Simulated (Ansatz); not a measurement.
# What LiY (built on the sites of a database entry of LiIn) distorts into, part 2 of 3

Aim: this structure of LiY (built on the sites of a database entry of LiIn) is to be tested for unstable modes, and one is followed downhill.

Ansatz 0.2.0; DFT PBEsol, scalar-relativistic, plane waves, PAW.

So far, highest frequency on the path or at a solved wavevector (cm⁻¹): step 2 (response at finite wavevector) 302. Also lowest frequency on the path (cm⁻¹): step 2 -60.6.

The structure was built from a prototype and need not be the compound's stable phase.

### 4. The mode frozen in, largest atomic shift 0.45 Å

The atoms are moved along the unstable eigenvector, the largest shift by 0.45 Å, with the cell fixed.

File input.yaml:

```yaml
crystal:
  lattice:
    - [0.0, -3.6938399398, -3.6938399398]
    - [0.0, 3.6938399398, -3.6938399398]
    - [7.3876798796, 0.0, 0.0]
  atoms:
    - { symbol: Li, position: [0.4621958151, 0.5378041849, 0.0] }
    - { symbol: Li, position: [0.0378041849, -0.0378041849, 0.5] }
    - { symbol: Li, position: [-0.0378041849, 0.4621958151, 0.25] }
    - { symbol: Li, position: [0.5378041849, 0.0378041849, 0.75] }
    - { symbol: "Y", position: [0.4390877776, 0.5609122224, 0.5] }
    - { symbol: "Y", position: [0.0609122224, 0.9390877776, 0.0] }
    - { symbol: "Y", position: [-0.0609122224, 0.4390877776, 0.75] }
    - { symbol: "Y", position: [0.5609122224, 0.0609122224, 0.25] }
kpoints:
  mp_grid: { grid: [8, 8, 6] }
hamiltonian:
  xc: pbesol
scf:
  occupations: { method: methfessel_paxton, width: 0.2 }
output:
  forces: true
  stress: true
  eigenvalues: true
```

Launch:

```console
> ansatz run input.yaml --threads 4 --pin off --max-ram 14336MiB --backend cpu --events-out ev --progress --plain --runs-dir out
```

Numbers of over 12 decimals in the logs are rounded to 6 here.

The program printed:

```text
[...]
Crystal: 8 atoms, lattice volume = 201.602 Å³
Basis set: ecut = 420 eV, 3953 PW (Γ), exchange–correlation on 72×72×100 points (8 copies of the dense FFT grid, shifted against one another)
Bands: 36, of which v1, the nominal top of the filled ones, is band 28 counted from 1 (27 counted from 0)
Symmetry: 8 space group operations
[...]
k-points: 60 of 384 (time reversal used)
[...]
k-point 0: bands = [... 24 lower, 5.7076, 5.9500, 6.3552, 6.6027, 6.6144, 6.6144, 6.6290, 6.8503, ... 4 higher]
  k-point 1: bands = [... 24 lower, 5.8988, 6.0175, 6.0725, 6.5963, 6.7212, 6.7846, 6.8100, 6.9329, ... 4 higher]
  k-point 2: bands = [... 24 lower, 5.7344, 5.8111, 6.4270, 6.7012, 6.8961, 6.9378, 7.0551, 7.0888, ... 4 higher]
  k-point 59: bands = [... 24 lower, 5.5093, 5.5093, 5.5093, 5.5093, 6.7869, 6.7869, 6.7869, 6.7869, ... 4 higher]
[key lines of the parts left out:]
SCF converged after 6 iterations
Free energy (F): -15989.992443 eV
Fermi energy:    6.435046 eV
P = ⅓ Tr σ = -0.3636 GPa (-3.636 kbar)
```

Wall time 9.4 s (4 threads of Arm Neoverse V1, shared host); peak memory 0.64 GiB; 37 s of CPU time.

This step gave:

```yaml
pressure: -0.3636 GPa
energy_from_the_undistorted_cell: -24.19 meV/atom
```

The energy, extrapolated to zero smearing, is -24.19 meV/atom against the undistorted cell.

The run ends at a pressure of -0.36 GPa, with forces up to 0.29 eV/Å.

### 5. Energy along the mode, all amplitudes (two of the runs are shown above)

An imaginary frequency means negative curvature, so the energy should fall and then rise again as anharmonic terms take over.

This step gave:

```yaml
depth_at_the_lowest_point_sampled: 24.19 meV/atom
largest_atomic_shift_at_that_point: 0.45 Å
```

The energy from the parent by largest atomic shift:

| largest atomic shift (Å) | energy from the parent (meV/atom) |
| --- | --- |
| 0.000 | 0 |
| 0.040 | -0.506 |
| 0.080 | -2.01 |
| 0.140 | -6.01 |
| 0.220 | -14.0 |
| 0.320 | -24.0 |
| 0.450 | -24.2 |
| 0.600 | 15.4 |

Displacement at unit largest shift by atom:

| atom | x (Å) | y (Å) | z (Å) | size |
| --- | --- | --- | --- | --- |
| Li1 | 0.00 | 0.62 | 0.00 | 0.62 |
| Li2 | 0.00 | -0.62 | 0.00 | 0.62 |
| Li3 | 0.00 | 0.00 | 0.62 | 0.62 |
| Li4 | 0.00 | 0.00 | -0.62 | 0.62 |
| Y5 | 0.00 | 1.00 | 0.00 | 1.00 |
| Y6 | 0.00 | -1.00 | 0.00 | 1.00 |
| Y7 | 0.00 | 0.00 | 1.00 | 1.00 |
| Y8 | 0.00 | 0.00 | -1.00 | 1.00 |

The lowest of the steps tried is at 0.45 Å, 24.2 meV/atom below the parent; the bottom of the well need not coincide with a step.

### 6. Relaxation from the frozen mode

Starting from the lowest point found, all atoms and the cell are let go, so that strain and other modes of the same symmetry can join in.

input.yaml, as its differences from that of step 4:

```diff
@@ -24 +24,6 @@
   eigenvalues: true
+relax:
+  adjacent_minimum: "off"
+  f_tol: 0.002
+  max_steps: 120
+  cell: { stress_tol: 0.03 }
```

The program printed:

```text
[...]
Crystal: 8 atoms, lattice volume = 201.602 Å³
Basis set: ecut = 420 eV, 3953 PW (Γ), exchange–correlation on 72×72×100 points (8 copies of the dense FFT grid, shifted against one another)
Bands: 36, of which v1, the nominal top of the filled ones, is band 28 counted from 1 (27 counted from 0)
Symmetry: 8 space group operations
[...]
k-points: 60 of 384 (time reversal used)
[...]
SCF iter   1: F=—  HF=-15989.993275 eV  |F-HF|=—  |Δ(HF+E_count)|=         —  Δρ=2.72e-3  dr2=1.30e-2  ethr=1.77e-3  ⟨swp⟩=7.5  Hψ=9953  notcnv=0
[...]
SCF iter   6: F=-15989.992443 eV  HF=-15989.992443 eV  |F-HF|=4.61e-8  |Δ(HF+E_count)|=   2.63e-7  S|Δr|=    0.00e0  Δρ=4.91e-6  dr2=9.96e-8  ethr=1.79e-10  ⟨swp⟩=3.8  Hψ=8625  notcnv=0
SCF 1 converged in 6 iterations: F = -15989.992443 eV  dr2 = 9.96e-8
[...]
relax step   1: F+E_penalty+E_count = -15989.99244283 eV  Δ(F+E_penalty+E_count) = +0.000e0 eV  max|allowed force component| = 2.863e-1 eV/Å  Δτ_max = 0.0000 Å  P = -0.364 GPa  Ω = 201.602 Å³  (6 SCF iters, dr2 threshold 1.00e-7 eV, accepted)
Crystal: 8 atoms, lattice volume = 197.245 Å³
Basis set: ecut = 420 eV, 3847 PW (Γ), exchange–correlation on 72×72×100 points (8 copies of the dense FFT grid, shifted against one another)
[...]
SCF iter   5: F=-15990.039876 eV  HF=-15990.039876 eV  |F-HF|=6.85e-8  |Δ(HF+E_count)|=   1.81e-6  S|Δr|=    0.00e0  Δρ=1.94e-5  dr2=7.22e-7  ethr=1.43e-9  ⟨swp⟩=6.4  Hψ=9786  notcnv=0
SCF 2 converged in 5 iterations: F = -15990.039876 eV  dr2 = 7.22e-7
relax step   2: F+E_penalty+E_count = -15990.03987608 eV  Δ(F+E_penalty+E_count) = -4.743e-2 eV  max|allowed force component| = 3.369e-1 eV/Å  Δτ_max = 0.1948 Å  P = +0.144 GPa  Ω = 197.245 Å³  energy of the carried Pulay correction = +8.938e-5 eV  (5 SCF iters, dr2 threshold 8.00e-7 eV, accepted)
Crystal: 8 atoms, lattice volume = 198.410 Å³
Basis set: ecut = 420 eV, 3887 PW (Γ), exchange–correlation on 72×72×100 points (8 copies of the dense FFT grid, shifted against one another)
[...]
SCF iter   5: F=-15990.130094 eV  HF=-15990.130094 eV  |F-HF|=5.15e-8  |Δ(HF+E_count)|=   6.49e-7  S|Δr|=    0.00e0  Δρ=1.21e-5  dr2=3.51e-7  ethr=1.43e-9  ⟨swp⟩=6.6  Hψ=8942  notcnv=0
SCF 3 converged in 5 iterations: F = -15990.130094 eV  dr2 = 3.51e-7
relax step   3: F+E_penalty+E_count = -15990.13009404 eV  Δ(F+E_penalty+E_count) = -9.022e-2 eV  max|allowed force component| = 6.383e-2 eV/Å  Δτ_max = 0.1073 Å  P = -0.021 GPa  Ω = 198.410 Å³  energy of the carried Pulay correction = +6.515e-5 eV  (5 SCF iters, dr2 threshold 8.00e-7 eV, accepted)
[...]
relax step   4: F+E_penalty+E_count = -15990.18807773 eV  Δ(F+E_penalty+E_count) = -5.798e-2 eV  max|allowed force component| = 4.251e-2 eV/Å  Δτ_max = 0.0602 Å  P = +0.074 GPa  Ω = 199.212 Å³  energy of the carried Pulay correction = +4.862e-5 eV  (5 SCF iters, dr2 threshold 8.00e-7 eV, accepted)
[...]
relax step   5: F+E_penalty+E_count = -15990.19090730 eV  Δ(F+E_penalty+E_count) = -2.830e-3 eV  max|allowed force component| = 2.093e-2 eV/Å  Δτ_max = 0.0234 Å  P = +0.025 GPa  Ω = 199.881 Å³  energy of the carried Pulay correction = +3.491e-5 eV  (5 SCF iters, dr2 threshold 1.13e-7 eV, accepted)
[...]
relax step   6: F+E_penalty+E_count = -15990.19128381 eV  Δ(F+E_penalty+E_count) = -3.765e-4 eV  max|allowed force component| = 5.501e-3 eV/Å  Δτ_max = 0.0122 Å  P = -0.010 GPa  Ω = 200.228 Å³  energy of the carried Pulay correction = +2.783e-5 eV  (5 SCF iters, dr2 threshold 2.74e-8 eV, accepted)
[...]
relax step   7: F+E_penalty+E_count = -15990.19133400 eV  Δ(F+E_penalty+E_count) = -5.019e-5 eV  max|allowed force component| = 5.798e-4 eV/Å  Δτ_max = 0.0028 Å  P = -0.001 GPa  Ω = 200.123 Å³  energy of the carried Pulay correction = +2.996e-5 eV  (5 SCF iters, dr2 threshold 1.89e-9 eV, accepted)
Basis set: ecut = 420 eV, 3899 PW (Γ), exchange–correlation on 80×80×90 points (8 copies of the dense FFT grid, shifted against one another)
[...]
SCF iter   6: F=-15990.191215 eV  HF=-15990.191215 eV  |F-HF|=3.64e-12  |Δ(HF+E_count)|=  2.55e-11  S|Δr|=    0.00e0  Δρ=4.50e-8  dr2=4.58e-12  ethr=1.00e-12  ⟨swp⟩=4.5  Hψ=8643  notcnv=0
SCF 8 converged in 6 iterations: F = -15990.191215 eV  dr2 = 4.58e-12
relax step   8: F+E_penalty+E_count = -15990.19121468 eV  Δ(F+E_penalty+E_count) = +1.193e-4 eV  max|allowed force component| = 5.883e-4 eV/Å  Δτ_max = 0.0000 Å  P = -0.002 GPa  Ω = 200.123 Å³  stress off target by 3.19e-3 GPa  SCF on the basis re-selected at this cell (its energy is not comparable with the rows above)  (6 SCF iters)
basis re-selected at this cell: Δ(F+E_penalty+E_count) = +1.193e-4 eV, ΔP = -0.001 GPa vs the last step (what re-selecting the basis moved, of the pressure what is left beyond the Pulay correction that the steps carried, after the strain that the cell walked since its last selection, with what the two solves' SCF thresholds leave and, on support functions, any second-order correction that the steps lacked; it is no measure of the basis error at this ecutwfc). The dense FFT grid was sized anew with the basis: this SCF ran on 40×40×45 points, the steps before it on 36×36×50, so part of this shift can come from that change (see relax.cell in the input reference). [rest of the remark cut]
SCF converged after 6 iterations
[...]
Free energy (F): -15990.191215 eV
[...]
Internal energy: -15990.212938 eV  (E = F + TS)
E sigma→0 (E₀):  -15990.196645 eV
Entropy (-TS):   0.021723 eV (2.715 meV/atom)
Fermi energy:    6.520517 eV
[...]
--- Forces (eV/Å), atoms counted from 1 ---
  atom   1  Li     0.00000000    -0.00058835     0.00000000
  atom   2  Li    -0.00000000     0.00058835    -0.00000000
  atom   3  Li    -0.00000000     0.00000000    -0.00058835
  atom   4  Li    -0.00000000     0.00000000     0.00058835
  atom   5  Y      0.00000000     0.00034373    -0.00000000
  atom   6  Y     -0.00000000    -0.00034373     0.00000000
  atom   7  Y      0.00000000    -0.00000000     0.00034373
  atom   8  Y      0.00000000     0.00000000    -0.00034373
  max |Σ_I F_I| component: 3.56e-17 eV/Å
--- Stress (GPa, compression-positive) ---
        0.001070       0.000000       0.000000
        0.000000      -0.003186      -0.000000
        0.000000      -0.000000      -0.003186
  P = ⅓ Tr σ = -0.0018 GPa (-0.018 kbar)
--- Band table (eV; the first three rows and the last of 60) ---
  k-point 0: bands = [... 24 lower, 5.8259, 5.9611, 6.4260, 6.5529, 6.6741, 6.6741, 6.7763, 7.0438, ... 4 higher]
  k-point 1: bands = [... 24 lower, 5.8562, 6.2114, 6.2192, 6.6948, 6.7053, 6.8052, 6.9414, 7.0869, ... 4 higher]
  k-point 2: bands = [... 24 lower, 5.7126, 5.9219, 6.5189, 6.8067, 6.9001, 6.9859, 7.0286, 7.1081, ... 4 higher]
  k-point 59: bands = [... 24 lower, 5.5246, 5.5246, 5.5246, 5.5246, 6.9026, 6.9026, 6.9026, 6.9026, ... 4 higher]
--- Relaxed structure (7 steps of the walk, 7 accepted, 1 SCFs on fresh bases) ---
  F+E_penalty+E_count = -15990.19121468 eV   max|allowed force component| = 5.883e-4 eV/Å   (the final SCF, on the basis selected at the relaxed cell)
  cell:  # Å, volume = 200.1235 Å³
    - [0, -3.870916, -3.870916]
    - [0, 3.870916, -3.870916]
    - [6.677910, 0, 0]
  atoms:
    - { symbol: Li, position: [0.462726, 0.537274, 0] }
    - { symbol: Li, position: [0.037274, -0.037274, 0.5] }
    - { symbol: Li, position: [-0.037274, 0.462726, 0.25] }
    - { symbol: Li, position: [0.537274, 0.037274, 0.75] }
    - { symbol: Y, position: [0.429980, 0.570020, 0.5] }
    - { symbol: Y, position: [0.070020, 0.929980, 0] }
    - { symbol: Y, position: [-0.070020, 0.429980, 0.75] }
    - { symbol: Y, position: [0.570020, 0.070020, 0.25] }
```

The job ended after 85 s (4 threads; peak memory 0.7 GiB).

Step by step:

| step | energy less that of the first step (eV) | largest force component (eV/Å) | pressure (GPa) | volume (Å³) |
| --- | --- | --- | --- | --- |
| 1 | 0.0000 | 0.2863 | -0.36 | 201.60 |
| 2 | -0.0474 | 0.3369 | 0.14 | 197.24 |
| 3 | -0.1377 | 0.0638 | -0.02 | 198.41 |
| 4 | -0.1956 | 0.0425 | 0.07 | 199.21 |
| 5 | -0.1985 | 0.0209 | 0.02 | 199.88 |
| 6 | -0.1988 | 0.0055 | -0.01 | 200.23 |
| 7 | -0.1989 | 0.0006 | 0.00 | 200.12 |
| 8* | -0.1988 | 0.0006 | 0.00 | 200.12 |

Relaxation steps marked * repeat the geometry before them on a plane-wave basis chosen anew for their cell, so energy and pressure can jump there.

The run keeps the 8 symmetry operations that it works with, so distortions that break them were not tested.

| conventional cell, symmetrised | before | after | change |
| --- | --- | --- | --- |
| a (Å) | 5.224 | 5.474 | +4.8 % |
| b (Å) | 5.224 | 5.474 | +4.8 % |
| c (Å) | 7.388 | 6.678 | -9.6 % |
| volume (Å³/atom) | 25.20 | 25.02 | -0.7 % |

The atoms that moved most (Å, as changes of fractional coordinates times the final cell):

| atom | dx | dy | dz | length |
| --- | --- | --- | --- | --- |
| Y6 | 0.000 | -0.071 | 0.000 | 0.071 |
| Y5 | 0.000 | 0.071 | 0.000 | 0.071 |
| Y8 | 0.000 | 0.000 | -0.071 | 0.071 |
| Y7 | 0.000 | 0.000 | 0.071 | 0.071 |

The relaxed structure:

```cif
data_structure
_symmetry_space_group_name_H-M 'P 1'
_symmetry_Int_Tables_number 1
_cell_length_a 5.4743
_cell_length_b 5.4743
_cell_length_c 6.6779
_cell_angle_alpha 90.000
_cell_angle_beta 90.000
_cell_angle_gamma 90.000
_cell_volume 200.12
loop_
_atom_site_label
_atom_site_type_symbol
_atom_site_fract_x
_atom_site_fract_y
_atom_site_fract_z
_atom_site_occupancy
Li1 Li 0.46273 0.53727 0.00000 1
Li2 Li 0.03727 0.96273 0.50000 1
Li3 Li 0.96273 0.46273 0.25000 1
Li4 Li 0.53727 0.03727 0.75000 1
Y5 Y 0.42998 0.57002 0.50000 1
Y6 Y 0.07002 0.92998 0.00000 1
Y7 Y 0.92998 0.42998 0.75000 1
Y8 Y 0.57002 0.07002 0.25000 1
```

Numbers from this step:

| Item | Value |
| --- | --- |
| pressure | -0.001767 GPa |
| volume per atom | 25.02 Å³ |

The distorted start has space group P4_12_12; the relaxation ends in P4_12_12.

### 7. The new phase in its own primitive cell

The relaxed structure is symmetrised, reduced to its primitive cell and relaxed tightly, as its phonons need.

File input.yaml:

```yaml
crystal:
  lattice:
    - [5.4743016877, 0.0, 0.0]
    - [0.0, 5.4743016877, 0.0]
    - [0.0, 0.0, 6.6779102186]
  atoms:
    - { symbol: Li, position: [0.7127264226, 0.2872735774, 0.75] }
    - { symbol: Li, position: [0.2872735774, 0.7127264226, 0.25] }
    - { symbol: Li, position: [0.2127264226, 0.2127264226, 0.0] }
    - { symbol: Li, position: [0.7872735774, 0.7872735774, 0.5] }
    - { symbol: "Y", position: [0.6799797242, 0.3200202758, 0.25] }
    - { symbol: "Y", position: [0.3200202758, 0.6799797242, 0.75] }
    - { symbol: "Y", position: [0.1799797242, 0.1799797242, 0.5] }
    - { symbol: "Y", position: [0.8200202758, 0.8200202758, 0.0] }
kpoints:
  mp_grid: { grid: [8, 8, 6] }
hamiltonian:
  xc: pbesol
scf:
  occupations: { method: methfessel_paxton, width: 0.2 }
output:
  forces: true
  stress: true
  eigenvalues: true
relax:
  adjacent_minimum: "off"
  f_tol: 0.001
  max_steps: 60
  cell: { stress_tol: 0.01 }
```

The program printed:

```text
[...]
Crystal: 8 atoms, lattice volume = 200.123 Å³
Basis set: ecut = 420 eV, 3899 PW (Γ), exchange–correlation on 80×80×90 points (8 copies of the dense FFT grid, shifted against one another)
Bands: 36, of which v1, the nominal top of the filled ones, is band 28 counted from 1 (27 counted from 0)
Symmetry: 8 space group operations
[...]
k-points: 60 of 384 (time reversal used)
[...]
- { symbol: Li, position: [0.2872735774, 0.7127264226, 0.250000] }
    - { symbol: Li, position: [0.2127264226, 0.2127264226, 0.0] }
    - { symbol: Li, position: [0.787274, 0.787274, 0.500000] }
    - { symbol: Y, position: [0.679980, 0.320020, 0.250000] }
    - { symbol: Y, position: [0.320020, 0.679980, 0.750000] }
    - { symbol: Y, position: [0.1799797242, 0.1799797242, 0.500000] }
    - { symbol: Y, position: [0.8200202758, 0.8200202758, 0.0] }
[key lines of the parts left out:]
SCF converged after 6 iterations
Free energy (F): -15990.191215 eV
Fermi energy:    6.520517 eV
P = ⅓ Tr σ = -0.0018 GPa (-0.018 kbar)
```

Wall time 22 s (4 threads); peak memory 0.69 GiB.

Little changed from the start: no atom moved by 0.005 Å and no cell edge by 0.1 %.

The largest force component left is 0.42 meV/Å and the pressure is -0.002 GPa, within the tolerances set. The cell now holds 25.02 Å³/atom.

[end of part 2 of 3]

[Logs are printed without paths, hosts, clocks, repeated set-up lines and the standing remarks that a program may print on its own settings, such as how far it seeks lower states.]

[Hosts, paths, dates, database ids (printed as entryN), source tags and the programs' standing remarks are cut or masked in the printed files.]
